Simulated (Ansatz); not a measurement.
# The stack of 1T-SnS2 under 1T-NiTe2 , upper layer turned by 180° between two gates, part 2 of 3

How do the bands of the stack of 1T-SnS2 under 1T-NiTe2 , upper layer turned by 180° follow a displacement field between two gates?

Ansatz 0.2.0; plane-wave DFT, LDA, Ansatz PAW (the session's first sound run).

So far. Step 2 (Relaxing the slab): The lattice constant a goes from 3.740 to 3.679 Å.

## (3) Gated layer, displacement field 0

The slab is cut off from its images along the normal. Two sheets of opposite charge stand for the gates, so the stack stays neutral in a displacement field; barriers ahead of the sheets keep electrons from leaking to them. The uncharged case sets the zero.

The cell differs from the one that the last finished run ended in (c 45.969 → 45.743 Å).

Contents of input.yaml:

```yaml
crystal:
  lattice:
    - [3.6790788828, 0.0, 0.0]
    - [-1.8395394414, 3.186175775, 0.0]
    - [0.0, 0.0, 45.7432732646]
  atoms:
    - { symbol: S, position: [0.6666666667, 0.3333333333, 0.4098963336] }
    - { symbol: Sn, position: [0.0, 0.0, 0.4413135237] }
    - { symbol: S, position: [0.3333333333, 0.6666666667, 0.4738349398] }
    - { symbol: Te, position: [0.6666666667, 0.3333333333, 0.5317041565] }
    - { symbol: Ni, position: [0.3333333333, 0.6666666667, 0.5608093629] }
    - { symbol: Te, position: [0.0, 0.0, 0.5901036664] }
  periodic: [true, true, false]
  symmetry: { detect: true }
kpoints:
  mp_grid: { grid: [24, 24, 1] }
  band_path:
    path: [[0, 0, 0], [0.5, 0, 0], [0.33333333, 0.33333333, 0], [0, 0, 0]]
    npoints: 16
hamiltonian:
  xc: lda
scf:
  occupations: { method: fermi_dirac, width: 0.02585 }
  convergence: { dr2_threshold: 1.0e-10 }
output:
  forces: true
  eigenvalues: true
  dos: { projected: true, e_range: [-3, 3], de: 0.01 }
  write_potential: true
  write_density: true
  volumetric_format: npy
  elf: true
external_charges:
  - { charge: 0, barrier: 10, axis: 3, height: 31.493, sigma: 0.25 }
  - { charge: 0, barrier: 10, axis: 3, height: 14.25, sigma: 0.25 }
```

Command:

```sh
ansatz run input.yaml --threads 4 --pin off --max-ram 6144MiB --backend cpu --events-out ev --progress --plain --runs-dir out
```

The program printed:

```text
[...]
Crystal: 6 atoms, lattice volume = 536.211 Å³
Basis set: ecut = 420 eV, 10485 PW (Γ)
Bands: 46, of which v1, the nominal top of the filled ones, is band 38 counted from 1 (37 counted from 0)
Symmetry: 6 space group operations
[...]
k-points: 61 of 576 (time reversal used)
[...]
SCF iter   1: F=—  HF=-27048.012656 eV  |F-HF|=—  |Δ(HF+E_count)|=         —  Δρ=4.22e-3  dr2=4.09e-1  ethr=1.77e-3  ⟨swp⟩=21.3  Hψ=24058  notcnv=0  defer=26
[...]
SCF iter  13: F=-27047.980459 eV  HF=-27047.980459 eV  |F-HF|=5.82e-11  |Δ(HF+E_count)|=  3.06e-10  Δρ=5.23e-8  dr2=3.53e-11  ethr=1.00e-12  ⟨swp⟩=9.4  Hψ=19378  notcnv=0
SCF 1 converged in 13 iterations: F = -27047.980459 eV  dr2 = 3.53e-11
[...]
NSCF: frozen V_eff on 49 k-points
[...]
SCF converged after 13 iterations
Free energy (F): -27047.980459 eV
[...]
Internal energy: -27047.970485 eV  (E = F + TS)
E sigma→0 (E₀):  -27047.975472 eV
Entropy (-TS):   -0.009974 eV (-1.662 meV/atom)
Fermi energy:    -5.045355 eV
[...]
--- Forces (eV/Å), atoms and charges each counted from 1 ---
  atom   1  S     -0.00000000    -0.00000000    -0.00281715
  atom   2  Sn    -0.00000000    -0.00000000    -0.00413164
  atom   3  S      0.00000000     0.00000000     0.02041148
  atom   4  Te    -0.00000000     0.00000000    -0.04646028
  atom   5  Ni    -0.00000000    -0.00000000    -0.00416118
  atom   6  Te     0.00000000     0.00000000     0.03656355
  external charge   1     0.00000000     0.00000000     0.00127676
  external charge   2     0.00000000     0.00000000    -0.00020581
  max |Σ_I F_I| component, the external charges' with the atoms': 4.76e-4 eV/Å
--- Band table (eV; the first three rows and the last of 61) ---
  k-point 0: bands = [... 34 lower, -6.7702, -5.4882, -4.4700, -4.4700, -3.8974, -3.1997, -3.1997, -3.0302, ... 4 higher]
  k-point 1: bands = [... 34 lower, -6.7690, -5.4117, -4.6477, -4.5263, -3.8412, -3.3359, -3.2036, -2.9197, ... 4 higher]
  k-point 2: bands = [... 34 lower, -6.7466, -5.2819, -5.0178, -4.6832, -3.8521, -3.5806, -3.2178, -2.6416, ... 4 higher]
  k-point 60: bands = [... 34 lower, -7.2692, -7.0840, -6.7987, -6.6464, -4.9740, -4.6927, -3.8241, -0.9229, ... 4 higher]
```

Elapsed: 1.7 min, on 4 threads of Arm Neoverse V1, shared host; peak memory 1.7 GiB.

Numbers from this step:

```yaml
energy_at_zero_smearing: -27047.9755 eV
potential_beyond_the_upper_barrier_and_gate_less_the_barrier_from_the_fermi_level: 4.668 eV
```

Running mean over a fixed 2.7 Å (it still follows the layers) of the planar mean; beyond a gate it holds the 10 eV model barrier. Table of electron's electrostatic potential energy less the Fermi level by z:

z (Å), electron's electrostatic potential energy less the Fermi level (eV) and a bar from the least value:
```
        4       15.4 ##############################
        5       15.4 ##############################
        6       15.4 ##############################
        7       15.4 ##############################
        8       15.4 ##############################
        9       15.4 ##############################
       10       15.4 ##############################
       11       15.4 ##############################
       12       15.4 ##############################
       13       14.8 #############################
       14       11.3 ########################
       15        7.7 ###################
       16        5.4 ################
       17        4.1 ##############
       18        0.0 ########
       19       -3.2 ####
       20       -4.9 #
       21       -4.2 ##
       22       -2.2 #####
       23       -0.7 #######
       24       -1.9 ######
       25       -5.6 
       26       -5.8 
       27       -3.2 ####
       28        1.1 ##########
       29        3.4 #############
       30        4.8 ###############
       31        7.8 ###################
       32       11.5 #########################
       33       14.5 #############################
       34       14.7 #############################
       35       14.7 #############################
       36       14.7 #############################
       37       14.7 #############################
       38       14.7 #############################
       39       14.7 #############################
       40       14.7 #############################
       41       14.7 #############################
       42       14.7 #############################
```

The density of states has structure finer than the step of the table below, so its rows give means over 0.2 eV. Peaks (eV: height): -2.62: 8.49, -2.29: 16.6, -2.26: 18.7, -2.13: 13.8, -2.05: 13.7, -1.80: 15.5, 1.09: 8.02.

Table of density of states by energy, zero at the Fermi level; means over each step:

energy (eV), density of states (states/eV a cell) and a bar:
```
     -2.8        5.1 ############
     -2.6        6.1 ###############
     -2.4        8.6 ######################
     -2.2       11.6 ##############################
     -2.0        8.2 ####################
     -1.8       10.4 ###########################
     -1.6        4.2 #########
     -1.4        3.2 #######
     -1.2        2.4 ####
     -1.0        1.8 ###
     -0.8        1.4 #
     -0.6        1.1 #
     -0.4        1.2 #
     -0.2        1.0 
      0.0        4.1 #########
      0.2        3.0 ######
      0.4        2.0 ###
      0.6        2.3 ####
      0.8        3.9 ########
      1.0        4.8 ###########
      1.2        4.7 ###########
      1.4        4.7 ###########
      1.6        1.8 ###
      1.8        0.9
```

Projected DOS per atom over height of the atomic layer and energy from the Fermi level. Layers: S Sn S Te Ni Te from below.

Ten even steps from '_' (0.0 states/eV) to '@' (7.3 states/eV), each cell a mean:
```
____________
____________
______..__..
__..__..__..
______..__..
______..__..
____________
____________
______..__..
____________
____________
____________
____________
____________
________..__
______..::..
::__::..==..
::__--__--__
::__::__@@__
::__..__==__
..__..__==__
________::__
```
Columns: height of the atomic layer (Å) from 18.8 to 27.0 (not evenly spaced); rows upwards: energy from the Fermi level (eV) from -2.98 to 1.97.

The electronic bands at the labelled points (eV, zero at the Fermi level):

| point | band 35 | band 36 | band 37 | band 38 | band 39 | band 40 | band 41 | band 42 |
| --- | --- | --- | --- | --- | --- | --- | --- | --- |
| Γ | -1.72 | -0.44 | 0.58 | 0.58 | 1.15 | 1.85 | 1.85 | 2.02 |
| halfway | -1.76 | -1.41 | -0.73 | -0.72 | 0.53 | 0.99 | 1.66 | 3.25 |
| M | -2.28 | -2.13 | -1.89 | -1.85 | -0.07 | 1.10 | 1.49 | 2.86 |
| halfway | -2.29 | -2.08 | -1.74 | -1.59 | 0.14 | 0.80 | 1.06 | 3.84 |
| K | -2.22 | -2.04 | -1.75 | -1.60 | 0.07 | 0.35 | 1.22 | 4.12 |
| halfway | -2.04 | -1.52 | -1.37 | -0.45 | 0.37 | 1.11 | 1.27 | 3.84 |
| Γ | -1.72 | -0.44 | 0.58 | 0.58 | 1.15 | 1.85 | 1.85 | 2.02 |

ELF in the ca plane at fractional y = 0.000, with atoms of Sn and Te within 0.2 Å of it. It is the smooth field of the valence electrons, not physical close to the nuclei.

Ten even steps from '0' (0.00) to '9' (0.82), each cell a mean:
```
00000000001220002320000000001354002689852100
00000000122332223332100122222355435799741000
00000012456543333555311355553346666786420000
00000135788753224787521466664234555432100000
00000146898863125788722566674222322100000000
00000146888863225788622566664223443211000000
00000024677653234676411466654335666664210000
00000001234433333443200234432356556788631000
00000000012231013321000011111354213699852000
00000000001220002320000000001343011589863100
```
Columns run along c (16.0 Å, from fractional 0.33 to 0.68 of the cell), rows up along a (3.7 Å). Atoms in or near the plane, at fractional coordinates: Sn at (0.44, 0.00), Te at (0.59, 0.00).

Valence density in the ca plane at fractional y = 0.000, with atoms of Sn and Te within 0.2 Å of it. It is the smooth field of the valence electrons, not physical close to the nuclei.

Values in units of 1e0 e/Å³, 6 rows by 16 columns, each cell a mean:
```
0.0 0.0 0.0 0.1 1.4 5.6 0.3 0.0 0.0 0.1 0.2 3.0 5.2 0.2 0.0 0.0
0.0 0.0 0.0 0.1 0.3 0.5 0.2 0.1 0.1 0.2 0.2 0.5 0.5 0.1 0.0 0.0
0.0 0.0 0.0 0.3 0.3 0.2 0.3 0.2 0.2 0.5 0.4 0.2 0.1 0.0 0.0 0.0
0.0 0.0 0.0 0.2 0.3 0.2 0.3 0.2 0.2 0.4 0.3 0.3 0.2 0.0 0.0 0.0
0.0 0.0 0.0 0.1 0.5 1.2 0.2 0.1 0.1 0.2 0.2 0.8 1.1 0.1 0.0 0.0
0.0 0.0 0.0 0.1 1.9 8.4 0.4 0.0 0.0 0.1 0.2 4.3 7.6 0.3 0.0 0.0
```
Columns run along c (16.0 Å, from fractional 0.33 to 0.68 of the cell), rows up along a (3.7 Å). Atoms in or near the plane, at fractional coordinates: Sn at (0.44, 0.00), Te at (0.59, 0.00).

Electrostatic potential energy in the ca plane at fractional y = 0.000, with atoms of Sn and Te within 0.2 Å of it. With pseudopotentials it is smooth inside the atoms' cores, unlike the true potential.

Values in eV, 6 rows by 16 columns, each cell a mean:
```
  0  -2 -15  -4 -11  -1  -2  -3  -4 -12  -6  -7  -1   0   3  10
  0  -3 -10 -16  -6  -2  -3  -6  -5 -12 -15  -3  -1   0   3  10
  0  -5  -5  -5  -6  -4  -5 -14  -8  -5  -3  -1   0   0   3  10
  0  -4  -6  -6  -6  -3  -4 -12  -7  -6  -5  -1   0   0   3  10
  0  -2 -13 -19  -7  -2  -2  -5  -4 -16 -17  -4  -1   0   3  10
  0  -3 -13   3 -12  -1  -1  -2  -4  -9  -1  -8  -1   0   3  10
```
Columns run along c (16.0 Å, from fractional 0.37 to 0.72 of the cell; values clipped at the 3rd and 97th percentile), rows up along a (3.7 Å). Atoms in or near the plane, at fractional coordinates: Sn at (0.44, 0.00), Te at (0.59, 0.00).

There is no gap.

## (4) Gated layer, displacement field 1.81 V/nm

Edit input.yaml of step 3 so:

```diff
@@ -27,3 +27,2 @@
   eigenvalues: true
-  dos: { projected: true, e_range: [-3, 3], de: 0.01 }
   write_potential: true
@@ -31,5 +30,6 @@
   volumetric_format: npy
-  elf: true
 external_charges:
   - { charge: 0, barrier: 10, axis: 3, height: 31.493, sigma: 0.25 }
+  - { charge: -0.011722, axis: 3, height: 32.993, sigma: 0.5 }
   - { charge: 0, barrier: 10, axis: 3, height: 14.25, sigma: 0.25 }
+  - { charge: 0.011722, axis: 3, height: 12.75, sigma: 0.5 }
```

The program printed:

```text
[...]
Crystal: 6 atoms, lattice volume = 536.211 Å³
Basis set: ecut = 420 eV, 10485 PW (Γ)
Bands: 46, of which v1, the nominal top of the filled ones, is band 38 counted from 1 (37 counted from 0)
Symmetry: 6 space group operations
[...]
k-points: 61 of 576 (time reversal used)
[...]
SCF iter   1: F=—  HF=-27050.472309 eV  |F-HF|=—  |Δ(HF+E_count)|=         —  Δρ=4.88e-2  dr2=1.67e1  ethr=3.10e-3  ⟨swp⟩=19.8  Hψ=22946  notcnv=0
[...]
SCF iter  16: F=-27047.979687 eV  HF=-27047.979687 eV  |F-HF|=5.53e-10  |Δ(HF+E_count)|=  1.46e-11  Δρ=7.48e-8  dr2=3.87e-11  ethr=1.00e-12  ⟨swp⟩=25.4  Hψ=26285  notcnv=0
SCF 1 converged in 16 iterations: F = -27047.979687 eV  dr2 = 3.87e-11
[...]
SCF converged after 16 iterations
Free energy (F): -27047.979687 eV
[...]
Internal energy: -27047.969599 eV  (E = F + TS)
E sigma→0 (E₀):  -27047.974643 eV
Entropy (-TS):   -0.010088 eV (-1.681 meV/atom)
Fermi energy:    -4.996245 eV
[...]
--- Forces (eV/Å), atoms and charges each counted from 1 ---
  atom   1  S     -0.00000000    -0.00000000    -0.02855557
  atom   2  Sn    -0.00000000    -0.00000000     0.02587788
  atom   3  S      0.00000000     0.00000000     0.01423698
  atom   4  Te    -0.00000000     0.00000000    -0.02954714
  atom   5  Ni    -0.00000000    -0.00000000    -0.00846528
  atom   6  Te     0.00000000     0.00000000     0.02614684
  external charge   1     0.00000000     0.00000000     0.00102868
  external charge   2     0.00000000     0.00000000    -0.00106065
  external charge   3     0.00000000     0.00000000    -0.00025684
  external charge   4     0.00000000     0.00000000     0.00106047
  max |Σ_I F_I| component, the external charges' with the atoms': 4.65e-4 eV/Å
--- Band table (eV; the first three rows and the last of 61) ---
  k-point 0: bands = [... 34 lower, -6.7130, -5.4395, -4.4199, -4.4199, -3.8608, -3.1490, -3.1490, -2.9908, ... 4 higher]
  k-point 1: bands = [... 34 lower, -6.7121, -5.3612, -4.5980, -4.4762, -3.8043, -3.2854, -3.1529, -2.8807, ... 4 higher]
  k-point 2: bands = [... 34 lower, -6.7106, -5.2248, -4.9707, -4.6331, -3.8100, -3.5354, -3.1670, -2.6037, ... 4 higher]
  k-point 60: bands = [... 34 lower, -7.2350, -7.0436, -6.7462, -6.6014, -4.9245, -4.6384, -3.7854, -0.8868, ... 4 higher]
```

Run time: 99 s. Hardware: 4 threads; peak memory 1.5 GiB; 6.5 min of CPU time.

This step gave:

```yaml
energy_at_zero_smearing: -27047.9746 eV
potential_beyond_the_upper_barrier_and_gate_less_the_barrier_from_the_fermi_level: 5.490 eV
```

Electronic bands along the path, in eV, zero at the Fermi level:

| point | band 35 | band 36 | band 37 | band 38 | band 39 | band 40 | band 41 | band 42 |
| --- | --- | --- | --- | --- | --- | --- | --- | --- |
| Γ | -1.72 | -0.44 | 0.58 | 0.58 | 1.14 | 1.85 | 1.85 | 2.01 |
| halfway | -1.77 | -1.41 | -0.73 | -0.71 | 0.54 | 0.98 | 1.66 | 3.23 |
| M | -2.28 | -2.12 | -1.90 | -1.86 | -0.08 | 1.11 | 1.49 | 2.86 |
| halfway | -2.30 | -2.09 | -1.74 | -1.60 | 0.14 | 0.81 | 1.06 | 3.83 |
| K | -2.24 | -2.05 | -1.75 | -1.61 | 0.07 | 0.36 | 1.21 | 4.11 |
| halfway | -2.05 | -1.52 | -1.37 | -0.44 | 0.37 | 1.11 | 1.27 | 3.82 |
| Γ | -1.72 | -0.44 | 0.58 | 0.58 | 1.14 | 1.85 | 1.85 | 2.01 |

There is no gap.

Of the bands kept, 3 cross the Fermi level on this path.

## (5) Gated layer, displacement field -1.81 V/nm

Edit input.yaml of step 4 so:

```diff
@@ -32,4 +32,4 @@
   - { charge: 0, barrier: 10, axis: 3, height: 31.493, sigma: 0.25 }
-  - { charge: -0.011722, axis: 3, height: 32.993, sigma: 0.5 }
+  - { charge: 0.011722, axis: 3, height: 32.993, sigma: 0.5 }
   - { charge: 0, barrier: 10, axis: 3, height: 14.25, sigma: 0.25 }
-  - { charge: 0.011722, axis: 3, height: 12.75, sigma: 0.5 }
+  - { charge: -0.011722, axis: 3, height: 12.75, sigma: 0.5 }
```

The program printed:

```text
[...]
Crystal: 6 atoms, lattice volume = 536.211 Å³
Basis set: ecut = 420 eV, 10485 PW (Γ)
Bands: 46, of which v1, the nominal top of the filled ones, is band 38 counted from 1 (37 counted from 0)
Symmetry: 6 space group operations
[...]
k-points: 61 of 576 (time reversal used)
[...]
--- Band table (eV; the first three rows and the last of 61) ---
  k-point 0: bands = [... 34 lower, -6.8333, -5.5425, -4.5256, -4.5256, -3.9396, -3.2559, -3.2559, -3.0746, ... 4 higher]
  k-point 1: bands = [... 34 lower, -6.8288, -5.4678, -4.7030, -4.5819, -3.8836, -3.3919, -3.2599, -2.9635, ... 4 higher]
  k-point 2: bands = [... 34 lower, -6.7874, -5.3448, -5.0702, -4.7388, -3.9000, -3.6308, -3.2741, -2.6845, ... 4 higher]
  k-point 60: bands = [... 34 lower, -7.3085, -7.1294, -6.8567, -6.6965, -5.0291, -4.7524, -3.8678, -0.9656, ... 4 higher]
[key lines of the parts left out:]
SCF converged after 16 iterations
Free energy (F): -27047.962010 eV
Fermi energy:    -5.099877 eV
```

The job ended after 1.7 min (4 threads; peak memory 1.5 GiB).

There is no gap.

## (6) Gated layer, displacement field 3.62 V/nm

Edit input.yaml of step 5 so:

```diff
@@ -32,4 +32,4 @@
   - { charge: 0, barrier: 10, axis: 3, height: 31.493, sigma: 0.25 }
-  - { charge: 0.011722, axis: 3, height: 32.993, sigma: 0.5 }
+  - { charge: -0.023444, axis: 3, height: 32.993, sigma: 0.5 }
   - { charge: 0, barrier: 10, axis: 3, height: 14.25, sigma: 0.25 }
-  - { charge: -0.011722, axis: 3, height: 12.75, sigma: 0.5 }
+  - { charge: 0.023444, axis: 3, height: 12.75, sigma: 0.5 }
```

The program printed:

```text
[...]
Crystal: 6 atoms, lattice volume = 536.211 Å³
Basis set: ecut = 420 eV, 10485 PW (Γ)
Bands: 46, of which v1, the nominal top of the filled ones, is band 38 counted from 1 (37 counted from 0)
Symmetry: 6 space group operations
[...]
k-points: 61 of 576 (time reversal used)
[...]
--- Band table (eV; the first three rows and the last of 61) ---
  k-point 0: bands = [... 34 lower, -6.6613, -5.3961, -4.3750, -4.3750, -3.8296, -3.1035, -3.1035, -2.9562, ... 4 higher]
  k-point 1: bands = [... 34 lower, -6.6604, -5.3161, -4.5534, -4.4313, -3.7728, -3.2400, -3.1073, -2.8466, ... 4 higher]
  k-point 2: bands = [... 34 lower, -6.6792, -5.1732, -4.9287, -4.5882, -3.7735, -3.4951, -3.1213, -2.5707, ... 4 higher]
  k-point 60: bands = [... 34 lower, -7.2057, -7.0082, -6.6988, -6.5613, -4.8801, -4.5892, -3.7516, -0.8572, ... 4 higher]
[key lines of the parts left out:]
SCF converged after 17 iterations
Free energy (F): -27047.959673 eV
Fermi energy:    -4.952234 eV
```

Run time: 1.7 min. Hardware: 4 threads; peak memory 1.5 GiB.

The electronic bands at the labelled points (eV, zero at the Fermi level):

| point | band 35 | band 36 | band 37 | band 38 | band 39 | band 40 | band 41 | band 42 |
| --- | --- | --- | --- | --- | --- | --- | --- | --- |
| Γ | -1.71 | -0.44 | 0.58 | 0.58 | 1.12 | 1.85 | 1.85 | 2.00 |
| halfway | -1.79 | -1.40 | -0.73 | -0.70 | 0.54 | 0.98 | 1.67 | 3.21 |
| M | -2.27 | -2.12 | -1.91 | -1.87 | -0.09 | 1.11 | 1.49 | 2.85 |
| halfway | -2.31 | -2.09 | -1.73 | -1.61 | 0.13 | 0.81 | 1.06 | 3.82 |
| K | -2.25 | -2.06 | -1.75 | -1.61 | 0.07 | 0.36 | 1.20 | 4.09 |
| halfway | -2.07 | -1.52 | -1.37 | -0.44 | 0.38 | 1.11 | 1.27 | 3.79 |
| Γ | -1.71 | -0.44 | 0.58 | 0.58 | 1.12 | 1.85 | 1.85 | 2.00 |

There is no gap.

Of the bands kept, 3 cross the Fermi level on this path.

## (7) Gated layer, displacement field -3.62 V/nm

Edit input.yaml of step 6 so:

```diff
@@ -27,2 +27,3 @@
   eigenvalues: true
+  dos: { projected: true, e_range: [-3, 3], de: 0.01 }
   write_potential: true
@@ -30,6 +31,7 @@
   volumetric_format: npy
+  elf: true
 external_charges:
   - { charge: 0, barrier: 10, axis: 3, height: 31.493, sigma: 0.25 }
-  - { charge: -0.023444, axis: 3, height: 32.993, sigma: 0.5 }
+  - { charge: 0.023444, axis: 3, height: 32.993, sigma: 0.5 }
   - { charge: 0, barrier: 10, axis: 3, height: 14.25, sigma: 0.25 }
-  - { charge: 0.023444, axis: 3, height: 12.75, sigma: 0.5 }
+  - { charge: -0.023444, axis: 3, height: 12.75, sigma: 0.5 }
```

The program printed:

```text
[...]
Crystal: 6 atoms, lattice volume = 536.211 Å³
Basis set: ecut = 420 eV, 10485 PW (Γ)
Bands: 46, of which v1, the nominal top of the filled ones, is band 38 counted from 1 (37 counted from 0)
Symmetry: 6 space group operations
[...]
k-points: 61 of 576 (time reversal used)
[...]
--- Band table (eV; the first three rows and the last of 61) ---
  k-point 0: bands = [... 34 lower, -6.9003, -5.6026, -4.5871, -4.5871, -3.9873, -3.3180, -3.3180, -3.1239, ... 4 higher]
  k-point 1: bands = [... 34 lower, -6.8740, -5.5297, -4.7641, -4.6434, -3.9316, -3.4537, -3.3220, -3.0123, ... 4 higher]
  k-point 2: bands = [... 34 lower, -6.8330, -5.4138, -5.1285, -4.8003, -3.9538, -3.6863, -3.3362, -2.7323, ... 4 higher]
  k-point 60: bands = [... 34 lower, -7.3533, -7.1799, -6.9206, -6.7520, -5.0899, -4.8179, -3.9165, -1.0153, ... 4 higher]
[key lines of the parts left out:]
SCF converged after 16 iterations
Free energy (F): -27047.924367 eV
Fermi energy:    -5.160227 eV
```

Run time: 1.7 min. Hardware: 4 threads; peak memory 1.7 GiB.

There is no gap.

[end of part 2 of 3]

[Long decimals in the printed logs are rounded to 6 places.]

[Logs are printed without paths, hosts, clocks, repeated set-up lines and the standing remarks that a program may print on its own settings, such as how far it seeks lower states.]

[Hosts, paths, dates, database ids (printed as entryN), source tags and the programs' standing remarks are cut or masked in the printed files.]

[Maps of the electrostatic potential energy from Ansatz leave out the sawtooth potential of an applied field or a dipole correction, so their vacuum need not be flat; planar profiles and work functions include it.]
